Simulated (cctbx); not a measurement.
## A crystallographic session in cctbx: NdBeF4

Library: cctbx 2025.11. The data are simulated by the first script.

## 1. Simulate the data

run.py:

```python
from cctbx import adptbx, crystal, miller, sgtbx, xray
from cctbx.array_family import flex
from iotbx.shelx import hklf
from scitbx import matrix
import scitbx.random

cs = crystal.symmetry(unit_cell=(6.195, 6.738, 7.891, 90, 125.16, 90), space_group_symbol='Hall: -P 2ybc')  # P2_1/c
atoms = [  # label, site, U (iso, or U11 U22 U33 U12 U13 U23 in A^2), occupancy
    ("Nd1", (0.8176, 0.1486, 0.7188), (0.0154, 0.0127, 0.0165, -0.0013, 0.0095, -0.0006), 1),
    ("F1", (0.5912, 0.2061, 0.8726), (0.0303, 0.0295, 0.0275, -0.0025, 0.0167, 0.0006), 1),
    ("F2", (0.3294, 0.1063, 0.5181), (0.0301, 0.0251, 0.0279, 0.0011, 0.0169, 0.0013), 1),
    ("F3", (0.1211, 0.3372, 0.6116), (0.0220, 0.0187, 0.0197, 0.0000, 0.0124, -0.0001), 1),
    ("F4", (0.1781, 0.9948, 0.7589), (0.0371, 0.0360, 0.0361, 0.0016, 0.0220, 0.0016), 1),
    ("Be1", (0.3029, 0.1648, 0.6917), (0.0362, 0.0308, 0.0359, -0.0014, 0.0216, 0.0024), 1),
]
xs = xray.structure(crystal_symmetry=cs)
for label, site, u, occ in atoms:
    u = adptbx.u_cif_as_u_star(cs.unit_cell(), u) if isinstance(u, tuple) else u
    xs.add_scatterer(xray.scatterer(label, site=site, u=u, occupancy=occ))
xs.set_inelastic_form_factors(1.54184, "sasaki")
xs.show_summary()
p1 = xs.expand_to_p1()
ms = miller.build_set(p1, anomalous_flag=True, d_min=0.8)
flex.set_random_seed(657214)
scitbx.random.set_random_seed(657214)
ms = ms.select(flex.random_double(ms.size()) < 0.95)
i = ms.structure_factors_from_scatterers(p1, algorithm="direct").f_calc().as_intensity_array().data()
i = i * 5000 / flex.max(i)
sig = flex.sqrt(i + flex.pow2(0.04 * i) + 4 ** 2)
noise = scitbx.random.variate(scitbx.random.normal_distribution())(i.size())
data = ms.array(data=i + sig * noise, sigmas=sig).set_observation_type_xray_intensity()
with open("data.hkl", "w") as f:
    data.export_as_shelx_hklf(f)
print("reflections written:", data.size(), " <I/sigma> = %.1f" % flex.mean(data.data() / data.sigmas()))
for h, a, b in list(data.sort("data"))[:12]:
    print("%4d%4d%4d %9.1f %7.1f" % (h + (a, b)))
```

```console
$ python run.py
```

```text
Number of scatterers: 6
At special positions: 0
Unit cell: (6.195, 6.738, 7.891, 90, 125.16, 90)
Space group: P 1 21/c 1 (No. 14)
reflections written: 2110  <I/sigma> = 9.2
   3   0  -2    4932.1   212.2
  -3   0   2    4920.5   212.2
   0   2   1    3398.8   133.9
   0   2  -1    3187.3   133.9
   0   0  -2    3143.8   134.3
   0  -2   1    3131.8   133.9
   1   1   2    2966.9   120.9
   0  -2  -1    2921.0   133.9
  -1   2   3    2816.4   116.6
   0   0   2    2797.6   134.3
   1  -1   2    2778.4   120.9
   2  -1  -4    2774.1   119.8
```

It took 0.23 s on 1 thread of Arm Neoverse V2, on a shared host, peak memory 0.07 GiB.

## 2. Symmetry

run.py:

```python
from cctbx import crystal, sgtbx, statistics
from cctbx.array_family import flex
from iotbx.shelx import hklf

p1 = crystal.symmetry(unit_cell=(6.195, 6.738, 7.891, 90, 125.16, 90), space_group_symbol="P 1")
raw = hklf.reader(file_name="data.hkl").as_miller_arrays(crystal_symmetry=p1, anomalous=True)[0]
print(raw.size(), "reflections to d = %.3f A" % raw.d_min())
isig = raw.data() / raw.sigmas()
print("centring   violations  <I/sigma> of those")
best = "P"
for c in "ABCIRF":
    a = raw.customized_copy(space_group_info=sgtbx.space_group_info("Hall: %s 1" % c)).sys_absent_flags().data()
    m = flex.mean(isig.select(a))
    print("%5s %10d of %5d %8.1f" % (c, (isig.select(a) > 4).count(True), a.count(True), m))
    if (isig.select(a) > 4).count(True) < 0.01 * a.count(True):
        best = c
raw = raw.select(~raw.customized_copy(space_group_info=sgtbx.space_group_info("Hall: %s 1" % best)).sys_absent_flags().data())
isig = raw.data() / raw.sigmas()
rows = []
for s in sgtbx.space_group_symbol_iterator():
    g = sgtbx.space_group(s)
    if g.conventional_centring_type_symbol() != best or not g.is_compatible_unit_cell(p1.unit_cell(), 1e-3, 0.02):
        continue
    rows.append((s, g))
print("Laue class    unique    Rint  (classes that these axes allow; Friedel mates merged)")
rint = {}
for s, g in rows:
    laue = g.build_derived_patterson_group()
    key = laue.type().hall_symbol()
    if key not in rint:
        m = raw.customized_copy(space_group_info=laue.info(), anomalous_flag=False).merge_equivalents()
        rint[key] = m.r_int()
        print("%-14s %6d %7.3f" % (laue.type().lookup_symbol(), m.array().size(), m.r_int()))
floor = min(rint.values())
good = [(s, g) for s, g in rows if rint[g.build_derived_patterson_group().type().hall_symbol()] < 2 * floor + 0.03]
top = max(g.build_derived_patterson_group().order_z() for s, g in good)
print("space group    extra absences  I>4sigma  <I/sigma>")
for s, g in good:
    laue = g.build_derived_patterson_group()
    if laue.order_z() != top:
        continue
    a = raw.customized_copy(space_group_info=g.info()).sys_absent_flags().data()
    a &= ~raw.customized_copy(space_group_info=laue.info()).sys_absent_flags().data()
    bad = (isig.select(a) > 4).count(True)
    if bad <= 0.03 * a.count(True):
        print("%-16s %8d %10d %9s  %s" % (s.universal_hermann_mauguin(), a.count(True), bad, "%.1f" % flex.mean(isig.select(a)) if a.count(True) else "-", "centric" if g.is_centric() else "acentric"))
laue = max(good, key=lambda t: t[1].build_derived_patterson_group().order_z())[1].build_derived_patterson_group()
f = raw.customized_copy(space_group_info=laue.info(), anomalous_flag=False).merge_equivalents().array().eliminate_sys_absent().f_sq_as_f()
f.set_observation_type_xray_amplitude()
bins = max(3, min(8, f.size() // 12))
f.setup_binner(n_bins=bins)
w = statistics.wilson_plot(f, {e: n / laue.order_z() for e, n in {'Nd': 4.0, 'F': 16.0, 'Be': 4.0}.items()}, e_statistics=True)
print("Wilson B = %.2f A^2   <|E^2-1|> = %.3f (0.968 centric, 0.736 acentric)   E^2>4: %.1f %%" % (w.wilson_b, w.mean_e_sq_minus_1, w.percent_e_sq_gt_2))
print("shell (A)         n   <I/sigma>")
m = raw.customized_copy(space_group_info=laue.info(), anomalous_flag=False).merge_equivalents().array().eliminate_sys_absent()
for b in m.setup_binner(n_bins=bins).range_used():
    sel = m.binner().selection(b)
    print("%5.2f - %4.2f %6d %8.1f" % (min(m.binner().bin_d_range(b)[0] if m.binner().bin_d_range(b)[0] > 0 else 99, 99), m.binner().bin_d_range(b)[1], sel.count(True), flex.mean((m.data() / m.sigmas()).select(sel))))
```

```console
$ python run.py
```

```text
2110 reflections to d = 0.800 A
centring   violations  <I/sigma> of those
    A        757 of  1046      9.3
    B        747 of  1056      9.2
    C        712 of  1048      9.0
    I        750 of  1065      9.2
    R        995 of  1426      9.1
    F       1108 of  1575      9.2
Laue class    unique    Rint  (classes that these axes allow; Friedel mates merged)
P -1             1107   0.040
P 1 2/m 1         607   0.047
space group    extra absences  I>4sigma  <I/sigma>
P 1 2 1                 0          0         -  acentric
P 1 21 1                8          0       0.2  acentric
P 1 m 1                 0          0         -  acentric
P 1 c 1                96          0      -0.0  acentric
P 1 2/m 1               0          0         -  centric
P 1 21/m 1              8          0       0.2  centric
P 1 2/c 1              96          0      -0.0  centric
P 1 21/c 1            104          0      -0.0  centric
Wilson B = 1.20 A^2   <|E^2-1|> = 0.880 (0.968 centric, 0.736 acentric)   E^2>4: 0.9 %
shell (A)         n   <I/sigma>
 6.74 - 1.59     83     18.9
 1.59 - 1.27     79     16.5
 1.27 - 1.11     72     16.7
 1.11 - 1.01     72     14.8
 1.01 - 0.94     76     14.7
 0.94 - 0.88     70     13.6
 0.88 - 0.84     74     12.5
 0.84 - 0.80     81     12.7
```

Time: 0.24 s.

## 3. Charge flipping

run.py:

```python
import itertools
from cctbx import crystal, maptbx
from cctbx.array_family import flex
from iotbx.shelx import hklf
from smtbx.ab_initio import charge_flipping as cf

cs = crystal.symmetry(unit_cell=(6.195, 6.738, 7.891, 90, 125.16, 90), space_group_symbol='Hall: -P 2ybc')  # P2_1/c
raw = hklf.reader(file_name="data.hkl").as_miller_arrays(crystal_symmetry=cs, anomalous=True)[0]
merged = raw.eliminate_sys_absent().merge_equivalents()
fo2 = merged.array().set_observation_type_xray_intensity()
f = fo2.average_bijvoet_mates().f_sq_as_f().resolution_filter(d_min=0.9)
p1 = f.expand_to_p1()
p1.setup_binner_counting_sorted(reflections_per_bin=max(40, p1.size() // 12))
work = p1.array(data=p1.data() / p1.amplitude_quasi_normalisations().data())
flex.set_random_seed(14470)
it = cf.weak_reflection_improved_iterator(delta=None, weak_reflection_fraction=0.2)
it.start(work, phases=flex.random_double(p1.size()) * 6.2832, f_000=0)
it.delta = 0.9 * it.rho_map.sigma()
print("cycle      R  skewness")
for n, st in enumerate(itertools.islice(it, 100)):
    if n % 8 == 0:
        print("%5d %6.3f %8.2f" % (n, st.r1_factor(), st.rho_map.skewness()))
rho = p1.phase_transfer(it.f_calc).fft_map().apply_volume_scaling()
polish = cf.low_density_elimination_iterator(constant_rho_c=rho.sigma())
polish.start(f_obs=p1, phases=it.f_calc, f_000=0)
for _ in range(8):
    next(polish)
print("origin shift          correlation  skewness")
maps = []
for fc, shift, cc in itertools.islice(cf.f_calc_symmetrisations(f, polish.f_calc, 0), 4):
    m = f.phase_transfer(fc).fft_map(symmetry_flags=maptbx.use_space_group_symmetry, resolution_factor=0.25).apply_sigma_scaling()
    maps.append((m.skewness(), cc, m))
    print("%6.3f %6.3f %6.3f %10.3f %9.2f" % (tuple(shift) + (cc, m.skewness())))
skew, cc, m = max((t for t in maps if t[1] > maps[0][1] - 0.04), key=lambda t: t[0])
print("taken: symmetry correlation %.3f, skewness %.2f" % (cc, skew))
peaks = m.peak_search(parameters=maptbx.peak_search_parameters(min_distance_sym_equiv=0.9, max_clusters=11)).all()
sps = cs.special_position_settings(min_distance_sym_equiv=0.5)
print("peak      x       y       z  mult  height/sigma")
for k, (x, h) in enumerate(zip(peaks.sites(), peaks.heights())):
    ss = sps.site_symmetry(x)
    print("Q%-3d %7.4f %7.4f %7.4f %4d %8.1f" % ((k + 1,) + tuple(t % 1 for t in ss.exact_site()) + (ss.multiplicity(), h)))
```

```console
$ python run.py
```

```text
cycle      R  skewness
    0  0.597     0.23
    8  0.370     1.60
   16  0.404     1.81
   24  0.394     1.95
   32  0.410     2.06
   40  0.384     2.01
   48  0.409     2.00
   56  0.396     1.99
   64  0.382     1.99
   72  0.400     2.04
   80  0.412     2.43
   88  0.433     2.65
   96  0.439     3.37
origin shift          correlation  skewness
 0.458  0.473  0.287      0.826      1.26
-0.002  0.471  0.434      0.803      0.82
 0.458 -0.027  0.287      0.826      1.26
-0.012 -0.026  0.410      0.800      1.00
taken: symmetry correlation 0.826, skewness 1.26
peak      x       y       z  mult  height/sigma
Q1    0.0193  0.6480  0.2290    4      6.8
Q2    0.3455  0.6476  0.3341    4      6.4
Q3    0.3672  0.6640  0.1795    4      3.9
Q4    0.9933  0.1693  0.1132    4      3.6
Q5    0.3380  0.1417  0.9496    4      3.0
Q6    0.0394  0.1542  0.6436    4      2.9
Q7    0.3681  0.0008  0.1930    4      2.6
Q8    0.0797  0.0670  0.0997    4      2.6
Q9    0.2736  0.1413  0.4641    4      2.5
Q10   0.2228  0.2367  0.6664    4      2.3
Q11   0.4196  0.2250  0.7418    4      2.3
```

Time: 0.26 s.

## 4. Charge flipping

run.py, as its changes from the last script of this kind:

```diff
@@ -13,3 +13,2 @@
-p1.setup_binner_counting_sorted(reflections_per_bin=max(40, p1.size() // 12))
-work = p1.array(data=p1.data() / p1.amplitude_quasi_normalisations().data())
-flex.set_random_seed(14470)
+work = p1
+flex.set_random_seed(14471)
@@ -20,2 +19,2 @@
-for n, st in enumerate(itertools.islice(it, 100)):
-    if n % 8 == 0:
+for n, st in enumerate(itertools.islice(it, 200)):
+    if n % 16 == 0:
```

```console
$ python run.py
```

```text
cycle      R  skewness
    0  0.557     0.37
   16  0.385     1.71
   32  0.400     1.95
   48  0.395     2.54
   64  0.350     6.97
   80  0.331     6.35
   96  0.312     6.13
  112  0.310     6.16
  128  0.321     5.91
  144  0.320     5.99
  160  0.313     6.17
  176  0.315     6.05
  192  0.329     6.16
origin shift          correlation  skewness
 0.066  0.159 -0.011      0.808      1.81
 0.331  0.369 -0.018      0.795      3.39
 0.447  0.144  0.104      0.795      2.25
 0.134  0.363 -0.006      0.798      3.05
taken: symmetry correlation 0.795, skewness 3.39
peak      x       y       z  mult  height/sigma
Q1    0.4656  0.6511  0.8025    4     11.1
Q2    0.1081  0.1480  0.7448    4      9.5
Q3    0.0921  0.5465  0.7449    4      3.0
Q4    0.1756  0.6504  0.6468    4      2.7
Q5    0.1483  0.0403  0.0365    4      2.4
Q6    0.2930  0.0629  0.5576    4      2.2
Q7    0.1978  0.6551  0.4238    4      2.0
Q8    0.3320  0.0535  0.8753    4      1.8
Q9    0.3473  0.2479  0.1134    4      1.8
Q10   0.3033  0.5649  0.8310    4      1.7
Q11   0.3296  0.7440  0.3537    4      1.7
```

Time: 0.29 s.

## 5. Refinement (model from the peaks)

run.py:

```python
import math
from cctbx import adptbx, crystal, maptbx, sgtbx, xray
from cctbx.array_family import flex
from cctbx.xray import observations
from iotbx.shelx import hklf
from scitbx.lstbx import normal_eqns_solving
from smtbx import absolute_structure, utils
from smtbx.refinement import constraints, least_squares

cs = crystal.symmetry(unit_cell=(6.195, 6.738, 7.891, 90, 125.16, 90), space_group_symbol='Hall: -P 2ybc')  # P2_1/c
atoms = [  # label, site, U (iso, or U11 U22 U33 U12 U13 U23 in A^2), occupancy
    ("Nd1", (0.4656, 0.6511, 0.8025), 0.0200, 1),
    ("F1", (0.0921, 0.5465, 0.7449), 0.0200, 1),
    ("F2", (0.1756, 0.6504, 0.6468), 0.0200, 1),
    ("F3", (0.1483, 0.0403, 0.0365), 0.0200, 1),
    ("Be1", (0.293, 0.0629, 0.5576), 0.0200, 1),
    ("F4", (0.1978, 0.6551, 0.4238), 0.0200, 1),
]
xs = xray.structure(crystal_symmetry=cs)
for label, site, u, occ in atoms:
    u = adptbx.u_cif_as_u_star(cs.unit_cell(), u) if isinstance(u, tuple) else u
    xs.add_scatterer(xray.scatterer(label, site=site, u=u, occupancy=occ))
xs.set_inelastic_form_factors(1.54184, "sasaki")
raw = hklf.reader(file_name="data.hkl").as_miller_arrays(crystal_symmetry=cs, anomalous=True)[0]
merged = raw.eliminate_sys_absent().merge_equivalents()
fo2 = merged.array().set_observation_type_xray_intensity()
print("Rint %.3f, %d unique reflections to %.2f A" % (merged.r_int(), fo2.size(), fo2.d_min()))
for sc in xs.scatterers():
    sc.flags.set_grad_site(True)
    sc.flags.set_grad_u_aniso(sc.flags.use_u_aniso())
    sc.flags.set_grad_u_iso(sc.flags.use_u_iso())
obs = fo2.as_xray_observations()
extra = {}
rep = constraints.reparametrisation(xs, [], utils.connectivity_table(xs), **extra)
ls = least_squares.crystallographic_ls(obs, rep, weighting_scheme=least_squares.mainstream_shelx_weighting(a=0, b=0))
print("cycle     R1     wR2    GooF  max shift (A)")
for cycle in range(6):
    ls.build_up()
    r1, wr2, goof = ls.r1_factor(cutoff_factor=2)[0], ls.wR2(), ls.goof()
    old = xs.sites_cart()
    normal_eqns_solving.levenberg_marquardt_iterations(ls, n_max_iterations=3, tau=0.0001, step_threshold=1e-7)
    big = flex.max((xs.sites_cart() - old).norms())
    print("%4d %7.4f %7.4f %7.3f %9.5f" % (cycle + 1, r1, wr2, goof, big))
    ls.build_up(objective_only=True)
    if abs(ls.wR2() - wr2) < 5e-5 and big < 5e-4:
        break
ls.build_up()
print("final R1 %.4f wR2 %.4f GooF %.3f  parameters %d  data/parameter %.1f" % (ls.r1_factor(cutoff_factor=2)[0], ls.wR2(), ls.goof(), ls.n_parameters, fo2.size() / ls.n_parameters))
cov = ls.covariance_matrix_and_annotations()
su = dict(zip(cov.annotations, (math.sqrt(max(v, 0)) for v in cov.matrix.matrix_packed_u_diagonal())))
a2 = cs.unit_cell().reciprocal_parameters()[0] ** -2
print("atom        x        y        z      Ueq    occ   su(xyz)  su(Uiso or U11)")
for sc in xs.scatterers():
    s = max(su.get(sc.label + k, 0) for k in (".x", ".y", ".z"))
    npd = "" if sc.is_positive_definite_u(cs.unit_cell()) else "  NPD"
    print("%-5s %8.5f %8.5f %8.5f %8.4f %6.3f %8.5f %7.4f%s" % ((sc.label,) + sc.site + (sc.u_iso_or_equiv(cs.unit_cell()), sc.occupancy, s, su.get(sc.label + ".uiso", su.get(sc.label + ".u11", 0) * a2), npd)))
fo = fo2.f_sq_as_f()
fc = fo.structure_factors_from_scatterers(xs, algorithm="direct").f_calc()
diff = fo.f_obs_minus_f_calc(1 / math.sqrt(ls.scale_factor()), fc).average_bijvoet_mates()
m = diff.fft_map(symmetry_flags=maptbx.use_space_group_symmetry, resolution_factor=0.25).apply_volume_scaling()
print("difference map: max %.2f min %.2f rms %.2f" % (m.statistics().max(), m.statistics().min(), m.statistics().sigma()))
peaks = m.peak_search(parameters=maptbx.peak_search_parameters(min_distance_sym_equiv=0.6, max_clusters=5)).all()
near = xs.closest_distances(peaks.sites(), distance_cutoff=4)
sps = cs.special_position_settings(min_distance_sym_equiv=0.5)
for k, (x, h) in enumerate(zip(peaks.sites(), peaks.heights())):
    ss = sps.site_symmetry(x)
    print("Q%-3d %7.4f %7.4f %7.4f %4d %7.2f  %.2f A from %s" % ((k + 1,) + tuple(t % 1 for t in ss.exact_site()) + (ss.multiplicity(), h, near.smallest_distances[k], xs.scatterers()[near.i_seqs[k]].label)))
```

```console
$ python run.py
```

```text
Rint 0.046, 554 unique reflections to 0.80 A
cycle     R1     wR2    GooF  max shift (A)
   1  0.6847  0.9232  18.938   0.76314
   2  0.6986  0.9290  19.057   2.80205
   3  0.6530  0.9015  18.492   1.29436
   4  0.5991  0.8596  17.632   1.66614
   5  0.5923  0.8475  17.383   0.65874
   6  0.5925  0.8463  17.360   1.00719
final R1 0.5919 wR2 0.8452 GooF 17.336  parameters 24  data/parameter 23.1
atom        x        y        z      Ueq    occ   su(xyz)  su(Uiso or U11)
Nd1    0.54497  0.64663  0.84343   0.0001  1.000  0.00303  0.0048
F1    -0.07261  0.42703  0.76289   0.2232  1.000  0.27446  0.4396
F2    -0.22943  0.62963  0.69747   0.7188  1.000  3.79280 12.5052
F3     0.20701  0.36441  0.28375   0.4378  1.000  1.61945  5.3974
Be1    0.33122 -0.01350  0.47971   0.0001  1.000  0.06542  0.0529
F4     0.22538  0.65444  0.43494   0.0001  1.000  0.02670  0.0245
difference map: max 169.67 min -135.03 rms 17.00
Q1    0.4673  0.1501  0.6627    4  180.29  0.07 A from Nd1
Q2    0.0930  0.6488  0.5961    4  156.75  1.87 A from F4
Q3    0.1738  0.1538  0.7804    4  128.96  0.23 A from F3
Q4    0.2847  0.1442  0.2858    4   70.66  1.56 A from F3
Q5    0.1112  0.1446  0.9114    4   39.16  1.42 A from F2
```

Time: 0.53 s.

Figures of merit this high mean that the model is still wrong or incomplete.

## 6. Charge flipping

run.py, as its changes from the last script of this kind:

```diff
@@ -13,2 +13,3 @@
-work = p1
-flex.set_random_seed(14471)
+p1.setup_binner_counting_sorted(reflections_per_bin=max(40, p1.size() // 12))
+work = p1.array(data=p1.data() / p1.amplitude_quasi_normalisations().data())
+flex.set_random_seed(14472)
@@ -19,2 +20,2 @@
-for n, st in enumerate(itertools.islice(it, 200)):
-    if n % 16 == 0:
+for n, st in enumerate(itertools.islice(it, 300)):
+    if n % 25 == 0:
```

```console
$ python run.py
```

```text
cycle      R  skewness
    0  0.609     0.26
   25  0.396     1.72
   50  0.387     1.75
   75  0.398     1.86
  100  0.410     2.01
  125  0.397     2.23
  150  0.395     2.51
  175  0.415     2.83
  200  0.448     4.26
  225  0.453     4.66
  250  0.469     4.48
  275  0.474     4.42
origin shift          correlation  skewness
 0.103  0.346  0.400      0.912      4.54
 0.102  0.030  0.403      0.869      4.58
 0.485  0.352  0.467      0.851      2.65
 0.209  0.348  0.078      0.816      2.05
taken: symmetry correlation 0.912, skewness 4.54
peak      x       y       z  mult  height/sigma
Q1    0.3206  0.6556  0.2238    4     13.7
Q2    0.0452  0.6572  0.3372    4      4.6
Q3    0.3078  0.0328  0.2059    4      4.6
Q4    0.0566  0.6530  0.8791    4      2.5
Q5    0.0708  0.1472  0.5251    4      2.1
Q6    0.4023  0.0757  0.4854    4      2.0
Q7    0.1018  0.5455  0.0567    4      1.9
Q8    0.3451  0.6476  0.9588    4      1.9
Q9    0.4471  0.5314  0.1756    4      1.7
Q10   0.4838  0.2380  0.2456    4      1.7
Q11   0.1455  0.6102  0.2501    4      1.7
```

Run time: 0.3 s on 1 thread of Arm Neoverse V2 (shared host), peak memory 0.07 GiB.

[Logs are printed without paths, hosts, clocks, repeated set-up lines and the standing remarks that a program may print on its own settings, such as how far it seeks lower states.]
